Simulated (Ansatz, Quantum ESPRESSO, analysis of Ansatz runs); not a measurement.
**A hop of Na in Na2WO4 (Fd-3m), charge −1**

How high is the barrier when Na changes place in Na2WO4 (Fd-3m)? The case: V_Na hop (3.2 Å), charge −1, in a cell of 56 host atoms with 1 Na taken out.

Method: plane-wave PAW DFT, PBEsol; nudged elastic band between two relaxed defect structures at fixed charge in a uniform background, in Ansatz 0.2.0.

Most raw output is cut from this account.

### 1. The starting structure

The cell holds 55 atoms: 15 Na, 8 W and 32 O. Cell: a = 9.109 Å, b = 9.109 Å, c = 9.109 Å, α = 90.0°, β = 90.0°, γ = 90.0°. It derives from Na2WO4 (space group Fd-3m). Nearest the centre at fractional (0.000, 0.375, 0.500): Na1 at 1.61 Å, O28 at 1.76 Å, O38 at 1.76 Å, Na13 at 2.79 Å, Na8 at 2.79 Å, O42 at 2.80 Å, O48 at 2.80 Å, O27 at 2.96 Å. The cell carries charge −1.

The cell's shortest repeat is 9.1 Å.

### 2. Relaxation of the start point, charge −1

A barrier is counted from a minimum, so both ends are relaxed first. Small random displacements break the symmetry of the ideal sites, so that the defect can distort if it gains by it. The charge of −1 is set by the electron count, and a uniform background keeps the cell neutral.

Input file qm1.start/input.yaml:

```yaml
crystal:
  lattice:
    - [9.1091061, 0.0, 0.0]
    - [0.0, 9.1091061, 0.0]
    - [0.0, 0.0, 9.1091061]
  atoms:
    - { symbol: Na, position: [0.125, 0.375, 0.375] }
    - { symbol: Na, position: [0.125, 0.875, 0.875] }
    - { symbol: Na, position: [0.625, 0.375, 0.875] }
    - { symbol: Na, position: [0.625, 0.875, 0.375] }
    - { symbol: Na, position: [0.375, 0.125, 0.375] }
    - { symbol: Na, position: [0.375, 0.625, 0.875] }
    - { symbol: Na, position: [0.875, 0.125, 0.875] }
    - { symbol: Na, position: [0.875, 0.625, 0.375] }
[... 43 atom lines left out ...]
    - { symbol: O, position: [0.38671203, 0.38671203, 0.38671203] }
    - { symbol: O, position: [0.38671203, 0.88671203, 0.88671203] }
    - { symbol: O, position: [0.88671203, 0.38671203, 0.88671203] }
    - { symbol: O, position: [0.88671203, 0.88671203, 0.38671203] }
total_charge: -1
basis:
  ecutwfc: 420
  xc_grid: 2
hamiltonian:
  xc: pbesol
kpoints:
  mp_grid: { grid: [1, 1, 1], shift: [0.25, 0.25, 0.25] }
scf:
  occupations: { method: fixed }
  max_iter: 120
output:
  forces: true
relax:
  f_tol: 0.02
  max_steps: 70
  random_displacement: { amplitude: 0.03, seed: 7525 }
```

On the command line:

```bash
$ ansatz run input.yaml --threads 16 --pin off --max-ram 26378MiB --backend cpu --events-out ev --progress --plain --runs-dir out
```

It took 18 s on 16 threads of Arm Neoverse N1, shared host; peak memory 1.4 GiB; 4.1 min of CPU time.

The steps of the relaxation:

| step | energy less that of the first step (eV) | largest force component (eV/Å) |
| --- | --- | --- |
| 1 | 0.0000 | 3.0777 |
| 2 | -0.8063 | 0.3318 |
| 3 | -0.8862 | 0.0336 |
| 4 | -0.8869 | 0.0088 |

The atoms that moved most (Å, from the sites as typed, ahead of the random displacement, the mean shift of all atoms taken out):

| atom | dx | dy | dz | length |
| --- | --- | --- | --- | --- |
| Na8 | -0.051 | -0.095 | 0.094 | 0.143 |
| Na13 | -0.095 | -0.095 | 0.050 | 0.143 |
| Na3 | 0.094 | 0.050 | -0.094 | 0.143 |
| Na14 | 0.094 | 0.095 | -0.050 | 0.143 |
| Na1 | -0.094 | -0.050 | 0.094 | 0.142 |
| Na7 | 0.050 | 0.094 | -0.094 | 0.142 |
| O38 | -0.017 | -0.017 | -0.130 | 0.132 |
| O54 | 0.017 | 0.017 | 0.130 | 0.132 |

Neighbours of Na1 at the end:

| atom | distance (Å) |
| --- | --- |
| O28 | 2.331 |
| O38 | 2.331 |
| O48 | 2.370 |
| O44 | 2.421 |
| O52 | 2.421 |
| O33 | 2.451 |
| Na13 | 3.158 |
| Na8 | 3.158 |

This step gave:

```
free energy                                                                                       : -122168.1252 eV
r.m.s. move of the farther half of the atoms                                                      : 0.05298 Å
largest move from the ideal geometry of this structure, a common shift of the far atoms taken out : 0.1708 Å
```

The relaxation gained 0.887 eV and ended with a largest force component of 0.0088 eV/Å.

### 3. Relaxation of the end point, charge −1

The end point is relaxed in the same cell and settings, so that the two energies compare. Atoms more than 3.2 Å from the middle of the hop start where the first relaxation left them, the nearer ones on or close to their ideal places, with small random displacements.

Input file qm1.end/input.yaml:

```yaml
crystal:
  lattice:
    - [9.1091061, 0.0, 0.0]
    - [0.0, 9.1091061, 0.0]
    - [0.0, 0.0, 9.1091061]
  atoms:
    - { symbol: Na, position: [-0.125, 0.375, 0.625] }
    - { symbol: Na, position: [0.12325269, 0.87435346, 0.87365912] }
[... 5 atom lines left out ...]
    - { symbol: Na, position: [0.875, 0.625, 0.375] }
[... 4 atom lines left out ...]
    - { symbol: Na, position: [0.125, 0.625, 0.625] }
[... 2 atom lines left out ...]
    - { symbol: W, position: [0.2582303, 0.2466713, 0.75286949] }
[... 1 atom line left out ...]
    - { symbol: W, position: [0.74712396, 0.246687, 0.24169451] }
[... 1 atom line left out ...]
    - { symbol: W, position: [0.00248455, -0.00910604, 0.49752989] }
[... 6 atom lines left out ...]
    - { symbol: O, position: [0.86328797, 0.63671203, 0.63671203] }
    - { symbol: O, position: [0.13671203, 0.36328797, 0.63671203] }
[... 4 atom lines left out ...]
    - { symbol: O, position: [0.13671203, 0.63671203, 0.36328797] }
[... 4 atom lines left out ...]
    - { symbol: O, position: [0.86328797, 0.36328797, 0.36328797] }
[... 3 atom lines left out ...]
    - { symbol: O, position: [0.88671203, 0.11328797, 0.61328797] }
[... 5 atom lines left out ...]
    - { symbol: O, position: [0.11328797, 0.11328797, 0.38671203] }
[... 6 atom lines left out ...]
    - { symbol: O, position: [0.88808017, 0.87913571, 0.38321958] }
total_charge: -1
basis:
  ecutwfc: 420
  xc_grid: 2
hamiltonian:
  xc: pbesol
kpoints:
  mp_grid: { grid: [1, 1, 1], shift: [0.25, 0.25, 0.25] }
scf:
  occupations: { method: fixed }
  max_iter: 120
output:
  forces: true
relax:
  f_tol: 0.02
  max_steps: 70
  random_displacement: { amplitude: 0.01, seed: 7525 }
```

Wall time 21 s (16 threads); peak memory 1.4 GiB.

Step by step:

| step | energy less that of the first step (eV) | largest force component (eV/Å) |
| --- | --- | --- |
| 1 | 0.0000 | 2.5201 |
| 2 | -1.1163 | 0.3240 |
| 3 | -1.2058 | 0.0293 |
| 4 | -1.2083 | 0.0211 |
| 5 | -1.2083 | 0.0008 |

The atoms that moved most (Å, from the sites as typed, ahead of the random displacement):

| atom | dx | dy | dz | length |
| --- | --- | --- | --- | --- |
| O54 | -0.048 | 0.003 | -0.196 | 0.201 |
| O52 | 0.195 | 0.010 | 0.048 | 0.201 |
| O44 | -0.049 | 0.010 | -0.194 | 0.201 |
| O46 | 0.195 | 0.003 | 0.048 | 0.201 |
| W21 | -0.046 | 0.007 | -0.157 | 0.163 |
| W23 | 0.157 | 0.007 | 0.046 | 0.163 |
| Na1 | 0.095 | -0.050 | -0.095 | 0.144 |
| Na8 | 0.095 | -0.094 | -0.051 | 0.143 |

Neighbours of Na1 at the end:

| atom | distance (Å) |
| --- | --- |
| O28 | 2.331 |
| O38 | 2.331 |
| O42 | 2.370 |
| O46 | 2.421 |
| O54 | 2.422 |
| O27 | 2.452 |
| Na8 | 3.158 |
| Na13 | 3.159 |

Numbers from this step:

```
free energy                                                                                       : -122168.1252 eV
r.m.s. move of the farther half of the atoms                                                      : 0.05296 Å
largest move from the ideal geometry of this structure, a common shift of the far atoms taken out : 0.1707 Å
```

The relaxation gained 1.208 eV and ended with a largest force component of 7.5e-4 eV/Å. The end lies within 1 meV of the start.

### 4. Nudged elastic band, charge −1

5 movable images are laid between the ends on a pair-potential path, which keeps atoms from colliding in the first guess. Each image feels the true force across the path and a spring force along it. The highest image is set to climb to the top of the path.

This step: plane-wave PAW DFT, PBEsol; nudged elastic band between two relaxed defect structures at fixed charge in a uniform background.

Input file qm1.neb/input.yaml:

```yaml
crystal:
  lattice:
    - [9.1091061, 0.0, 0.0]
    - [0.0, 9.1091061, 0.0]
    - [0.0, 0.0, 9.1091061]
  atoms:
    - { symbol: Na, position: [0.11500262, 0.36925578, 0.38570513] }
    - { symbol: Na, position: [0.1238184, 0.87476554, 0.87381473] }
    - { symbol: Na, position: [0.63572928, 0.38029365, 0.86500691] }
    - { symbol: Na, position: [0.62690936, 0.87480467, 0.37688358] }
    - { symbol: Na, position: [0.37534375, 0.1263028, 0.37690952] }
    - { symbol: Na, position: [0.37534651, 0.62325476, 0.87385697] }
    - { symbol: Na, position: [0.88083711, 0.13510614, 0.86498974] }
    - { symbol: Na, position: [0.86980293, 0.61434636, 0.38573109] }
    - { symbol: Na, position: [0.37537154, 0.37479172, 0.12539815] }
    - { symbol: Na, position: [0.37535937, 0.87476501, 0.62536172] }
    - { symbol: Na, position: [0.87536871, 0.87477038, 0.12535765] }
    - { symbol: Na, position: [0.12386248, 0.12630555, 0.12532651] }
    - { symbol: Na, position: [0.1149837, 0.61439056, 0.63084694] }
    - { symbol: Na, position: [0.63570031, 0.1351491, 0.61985753] }
    - { symbol: Na, position: [0.6268998, 0.62327115, 0.12535138] }
    - { symbol: W, position: [0.25879601, 0.24708339, 0.75302511] }
    - { symbol: W, position: [0.25027269, 0.74966738, 0.25041241] }
    - { symbol: W, position: [0.74768967, 0.24709909, 0.24185012] }
    - { symbol: W, position: [0.74766568, 0.75823608, 0.75299201] }
    - { symbol: W, position: [0.00305026, -0.00869395, 0.4976855] }
    - { symbol: W, position: [0.00303543, 0.50243578, 0.00885474] }
    - { symbol: W, position: [0.50046608, -0.00010914, 0.00031484] }
    - { symbol: W, position: [0.49190009, 0.50245202, 0.49774162] }
    - { symbol: O, position: [0.37051402, 0.13273722, 0.63858779] }
    - { symbol: O, position: [0.36392337, 0.63707114, 0.13673873] }
    - { symbol: O, position: [0.8621134, 0.13274486, 0.13013313] }
    - { symbol: O, position: [0.86173519, 0.65067908, 0.63890972] }
    - { symbol: O, position: [0.15127415, 0.36116687, 0.63892435] }
    - { symbol: O, position: [0.1376747, 0.86331437, 0.13673734] }
    - { symbol: O, position: [0.63335468, 0.36152594, 0.13011364] }
    - { symbol: O, position: [0.63332019, 0.86996071, 0.6385568] }
    - { symbol: O, position: [0.14102131, 0.13540715, 0.86468249] }
    - { symbol: O, position: [0.13712625, 0.63652256, 0.36352954] }
    - { symbol: O, position: [0.63600275, 0.13543931, 0.35961189] }
    - { symbol: O, position: [0.63598517, 0.64048576, 0.86466583] }
    - { symbol: O, position: [0.37053337, 0.36151081, 0.86733436] }
    - { symbol: O, position: [0.36391393, 0.86332959, 0.36300047] }
    - { symbol: O, position: [0.86178492, 0.36119037, 0.34934356] }
    - { symbol: O, position: [0.8620998, 0.86996537, 0.86730212] }
    - { symbol: O, position: [0.38682075, 0.11249438, 0.11398504] }
    - { symbol: O, position: [0.38019138, 0.61678276, 0.61220469] }
    - { symbol: O, position: [0.88894369, 0.09883085, 0.61176013] }
    - { symbol: O, position: [0.88862702, 0.61677777, 0.1206057] }
    - { symbol: O, position: [0.11739757, 0.3880203, 0.12058092] }
    - { symbol: O, position: [0.11737275, 0.87958415, 0.6121458] }
    - { symbol: O, position: [0.59946973, 0.38837924, 0.61181211] }
    - { symbol: O, position: [0.61307547, 0.88624174, 0.11397698] }
    - { symbol: O, position: [0.11473612, 0.10906187, 0.38602273] }
    - { symbol: O, position: [0.11469264, 0.61411482, 0.89108876] }
    - { symbol: O, position: [0.6136044, 0.11303207, 0.88718524] }
    - { symbol: O, position: [0.60962488, 0.61414432, 0.38605238] }
    - { symbol: O, position: [0.38015875, 0.38801757, 0.3834427] }
    - { symbol: O, position: [0.38680683, 0.88623949, 0.88773735] }
    - { symbol: O, position: [0.88893286, 0.38833614, 0.90137346] }
    - { symbol: O, position: [0.88864588, 0.87954779, 0.38337519] }
total_charge: -1
basis:
  ecutwfc: 420
  xc_grid: 2
hamiltonian:
  xc: pbesol
kpoints:
  mp_grid: { grid: [1, 1, 1], shift: [0.25, 0.25, 0.25] }
scf:
  occupations: { method: fixed }
  max_iter: 120
output:
  forces: true
neb:
  images: 5
  f_tol: 0.04
  climbing: true
  initial_path: idpp
  max_iterations: 45
  order_check: false
  final_atoms:
    - { symbol: Na, position: [-0.11385038, 0.36919446, 0.61456772] }
    - { symbol: Na, position: [0.12577506, 0.87477314, 0.8749593] }
[... 5 atom lines left out ...]
    - { symbol: Na, position: [0.88613901, 0.61436693, 0.36938748] }
[... 4 atom lines left out ...]
    - { symbol: Na, position: [0.13133375, 0.61438487, 0.61456775] }
[... 2 atom lines left out ...]
    - { symbol: W, position: [0.25341829, 0.24708212, 0.75840811] }
[... 1 atom line left out ...]
    - { symbol: W, position: [0.74227736, 0.24708645, 0.24727693] }
[... 1 atom line left out ...]
    - { symbol: W, position: [-0.00188234, -0.00869267, 0.50264529] }
[... 6 atom lines left out ...]
    - { symbol: O, position: [0.86394852, 0.63650116, 0.63670177] }
    - { symbol: O, position: [0.13933894, 0.36114317, 0.65083804] }
[... 4 atom lines left out ...]
    - { symbol: O, position: [0.13933199, 0.65067903, 0.36132584] }
[... 4 atom lines left out ...]
    - { symbol: O, position: [0.84982711, 0.36114736, 0.36134753] }
[... 3 atom lines left out ...]
    - { symbol: O, position: [0.88642646, 0.10902194, 0.6143382] }
[... 5 atom lines left out ...]
    - { symbol: O, position: [0.11220921, 0.09886194, 0.38858093] }
[... 6 atom lines left out ...]
    - { symbol: O, position: [0.88383188, 0.87956837, 0.38818594] }
```

Run time: 3.2 min. Hardware: 16 threads; peak memory 5.7 GiB; 43 min of CPU time.

Images along the path:

| image | path (Å) | energy (eV) | Na1: x, y, z (Å) |
| --- | --- | --- | --- |
| 0 | 0.000 | 0.0000 | 1.048, 3.364, 3.513 |
| 1 | 0.574 | 0.1699 | 0.740, 3.199, 3.819 |
| 2 | 1.147 | 0.4413 | 0.386, 3.003, 4.175 |
| 3 | 1.721 | 0.5278 | 0.005, 2.885, 4.556 |
| 4 | 2.294 | 0.4414 | -0.376, 3.003, 4.937 |
| 5 | 2.867 | 0.1701 | -0.731, 3.199, 5.291 |
| 6 | 3.441 | 0.0000 | -1.037, 3.363, 5.598 |

Read from the output:

| Property | Result |
| --- | --- |
| free energy | -122167.5974 eV |
| barrier forward | 0.5278 eV |
| barrier backward | 0.5278 eV |
| end less start | -1.21e-5 eV |
| hop length | 2.948 Å |

Track of the atom that was set to move:

| image | x (Å) | y (Å) | z (Å) | nearest neighbour | distance (Å) |
| --- | --- | --- | --- | --- | --- |
| 0 | 1.048 | 3.364 | 3.513 | O | 2.331 |
| 1 | 0.74 | 3.199 | 3.819 | O | 2.224 |
| 2 | 0.386 | 3.003 | 4.175 | O | 2.136 |
| 3 | 0.005 | 2.885 | 4.556 | O | 2.117 |
| 4 | -0.376 | 3.003 | 4.937 | O | 2.136 |
| 5 | -0.731 | 3.199 | 5.291 | O | 2.224 |
| 6 | -1.037 | 3.363 | 5.598 | O | 2.331 |

The band met its tolerance of 0.04 eV/Å after 7 iterations, with image 3 on top (the start counts as 0). Na1, which moves farthest between the ends, has 6 O at 2.33 to 2.45 Å nearest at the start and 4 O at 2.12 to 2.39 Å at the top.

### 5. Single point at the start point, PBEsol, denser k-mesh

Three single points on a mesh of more k-points (start, top, end) test the sampling. The start is shown; top and end are run alike.

This step: plane-wave PAW DFT, PBEsol; single point of a defect supercell on a structure of the PBEsol path.

Input file qm1.start.mesh/input.yaml:

```yaml
crystal:
  lattice:
    - [9.1091061, 0.0, 0.0]
    - [0.0, 9.1091061, 0.0]
    - [0.0, 0.0, 9.1091061]
  atoms:
    - { symbol: Na, position: [0.11500262, 0.36925578, 0.38570513] }
    - { symbol: Na, position: [0.1238184, 0.87476554, 0.87381473] }
[... 5 atom lines left out ...]
    - { symbol: Na, position: [0.86980293, 0.61434636, 0.38573109] }
[... 4 atom lines left out ...]
    - { symbol: Na, position: [0.1149837, 0.61439056, 0.63084694] }
[... 2 atom lines left out ...]
    - { symbol: W, position: [0.25879601, 0.24708339, 0.75302511] }
[... 1 atom line left out ...]
    - { symbol: W, position: [0.74768967, 0.24709909, 0.24185012] }
[... 1 atom line left out ...]
    - { symbol: W, position: [0.00305026, -0.00869395, 0.4976855] }
[... 6 atom lines left out ...]
    - { symbol: O, position: [0.86173519, 0.65067908, 0.63890972] }
    - { symbol: O, position: [0.15127415, 0.36116687, 0.63892435] }
[... 4 atom lines left out ...]
    - { symbol: O, position: [0.13712625, 0.63652256, 0.36352954] }
[... 4 atom lines left out ...]
    - { symbol: O, position: [0.86178492, 0.36119037, 0.34934356] }
[... 3 atom lines left out ...]
    - { symbol: O, position: [0.88894369, 0.09883085, 0.61176013] }
[... 5 atom lines left out ...]
    - { symbol: O, position: [0.11473612, 0.10906187, 0.38602273] }
[... 6 atom lines left out ...]
    - { symbol: O, position: [0.88864588, 0.87954779, 0.38337519] }
total_charge: -1
basis:
  ecutwfc: 420
  xc_grid: 2
hamiltonian:
  xc: pbesol
kpoints:
  mp_grid: { grid: [2, 2, 2], shift: [0.5, 0.5, 0.5] }
scf:
  occupations: { method: fixed }
  max_iter: 120
output:
  forces: true
  eigenvalues: true
checkpoint:
  write: "../qm1.start.mesh.run"
  compress: false
  write_wavefunctions: false
  write_every: 100000
```

Run time: 19 s. Hardware: 16 threads; peak memory 3.9 GiB.

This step gave:

* free energy: -122168.1252 eV

### 6. Barrier from single points, PBEsol, denser k-mesh

Analysis of the runs above: barrier from PBEsol single points on the PBEsol path.

It gives:

```yaml
barrier_forward: 0.5278 eV
barrier_backward: 0.5278 eV
end_less_start: -1.29e-5 eV
```

This gives 0.528 eV against the band's 0.528 eV (backward 0.528 against 0.528 eV). This mesh holds only the band's own point and its sign variants, so it tests the average over those and no finer sampling.

### 7. Single point at the start point, LDA

Three single points with LDA show how much the barrier depends on that choice; lattice and path are kept. The start is shown; top and end are run alike.

This step: plane-wave PAW DFT, LDA; single point of a defect supercell on a structure of the PBEsol path.

qm1.start.lda/input.yaml, as its differences from qm1.start.mesh/input.yaml of step 5:

```diff
@@ -36,5 +36,5 @@
 hamiltonian:
-  xc: pbesol
+  xc: lda
 kpoints:
-  mp_grid: { grid: [2, 2, 2], shift: [0.5, 0.5, 0.5] }
+  mp_grid: { grid: [1, 1, 1], shift: [0.25, 0.25, 0.25] }
 scf:
@@ -46,3 +46,3 @@
 checkpoint:
-  write: "../qm1.start.mesh.run"
+  write: "../qm1.start.lda.run"
   compress: false
```

Elapsed: 6.4 s, on 16 threads; peak memory 1.4 GiB; 80 s of CPU time.

This step gave:

```yaml
free_energy: -120836.6183 eV
```

### 8. Barrier from single points, LDA

Analysis of the runs above: barrier from LDA single points on the PBEsol path.

It gives:

- barrier forward: 0.4706 eV
- barrier backward: 0.4704 eV
- end less start: 2.40e-4 eV

This gives 0.471 eV against the band's 0.528 eV.

### 9. Single point at the start point, r2SCAN

Three single points with a meta-GGA, at its higher cutoff of 500 eV, show what it does to the barrier on the path found. The start is shown; top and end are run alike.

This step: plane-wave PAW DFT, r2SCAN; single point of a defect supercell on a structure of the PBEsol path.

qm1.start.r2scan/input.yaml, as its differences from qm1.start.lda/input.yaml of step 7:

```diff
@@ -33,6 +33,6 @@
 basis:
-  ecutwfc: 420
+  ecutwfc: 500
   xc_grid: 2
 hamiltonian:
-  xc: lda
+  xc: r2scan
 kpoints:
@@ -46,3 +46,3 @@
 checkpoint:
-  write: "../qm1.start.lda.run"
+  write: "../qm1.start.r2scan.run"
   compress: false
```

Wall time 12 s (16 threads); peak memory 2.1 GiB.

Read from the output:

| Property | Result |
| --- | --- |
| free energy | -123740.6050 eV |

### 10. Barrier from single points, r2SCAN

Analysis of the runs above: barrier from r2SCAN single points on the PBEsol path.

It gives:

```
barrier forward  : 0.5875 eV
barrier backward : 0.5875 eV
end less start   : 5.95e-5 eV
```

This gives 0.588 eV against the band's 0.528 eV.

### 11. Results

| Item | Value |
| --- | --- |
| barrier forward | 0.53 eV |
| barrier backward | 0.53 eV |
| end less start | 0.00 eV |
| hop length | 2.95 Å |
| band iterations, as the log counts them | 7 |
| barrier from single points, PBEsol, denser k-mesh | 0.53 eV |
| barrier from single points, LDA | 0.47 eV |
| barrier from single points, r2SCAN | 0.59 eV |

What this shows: The top of the band lies 0.53 eV above the start and 0.53 eV above the end, which are alike in energy and neighbours. With an assumed prefactor of 1e13 per second it gives one hop a second along this one path at about 200 K; whether such hops link up through the crystal wasn't checked. At the top Na1 stands 2.12 Å from its nearest O, 0.21 Å closer than at the start. Across functionals on this path (PBEsol 0.528, LDA 0.471 and r2SCAN 0.588 eV) the forward values spread by 0.117 eV. The order of the top as a saddle was not checked for all atoms, so a bent path could be lower. No image-charge correction is applied; it largely cancels along a path if the charge stays localised alike. Limits: one k-point off the zone centre stands for the whole zone; spin–orbit coupling, which can matter with heavy atoms, is left out.

[Logs are printed without paths, hosts, clocks, repeated set-up lines and the standing remarks that a program may print on its own settings, such as how far it seeks lower states.]

[Hosts, paths, dates, database ids (printed as entryN), source tags and the programs' standing remarks are cut or masked in the printed files.]
